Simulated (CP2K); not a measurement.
Consider nitrogen at its PBE geometry (Å).

```xyz
2

N     0.5529    0.0000    0.0000
N    -0.5529    0.0000    0.0000
```

Method: CP2K XAS_TDP, all-electron GAPW, PBEh(45%), aug-cc-pVTZ, TDA, GW2X-corrected core level, no relativity.

Q: Predict the bright core excitations at the N K edge.

Leading lines: N1 401.06 eV. The leading line of an atom is its first one with 35 % of the strongest within 2.5 eV of its lowest line over the strength cut. Core ionisation energies at this level: N1 408.46 eV.

The first six lines of each atom with a strength over 0.0015:

```csv
atom,energy (eV),states,"strength, one atom",above the computed threshold
"N1 (bonded to N), 2 alike",401.06,2,0.1276,
,407.33,1,0.0041,
,408.16,2,0.0074,
,410.13,2,0.0050,yes
,416.58,1,0.0203,yes
,417.73,2,0.0279,yes
```

Lines are vertical, at one geometry, with no vibrational structure. GW2X ionisation energies and lines can be off by 1 to 2 eV either way, and a good line position may hide errors that cancel. These values hold no scalar relativity, about 0.2 eV for N 1s. Rydberg lines, and the discretised continuum above threshold, depend on the basis and the box.

[Banner, clock and machine lines of the logs are left out without a mark of their own.]

[Logs are printed without paths, hosts, clocks, repeated set-up lines and the standing remarks that a program may print on its own settings, such as how far it seeks lower states.]

[Hosts, paths, dates, database ids (printed as entryN), source tags and the programs' standing remarks are cut or masked in the printed files.]
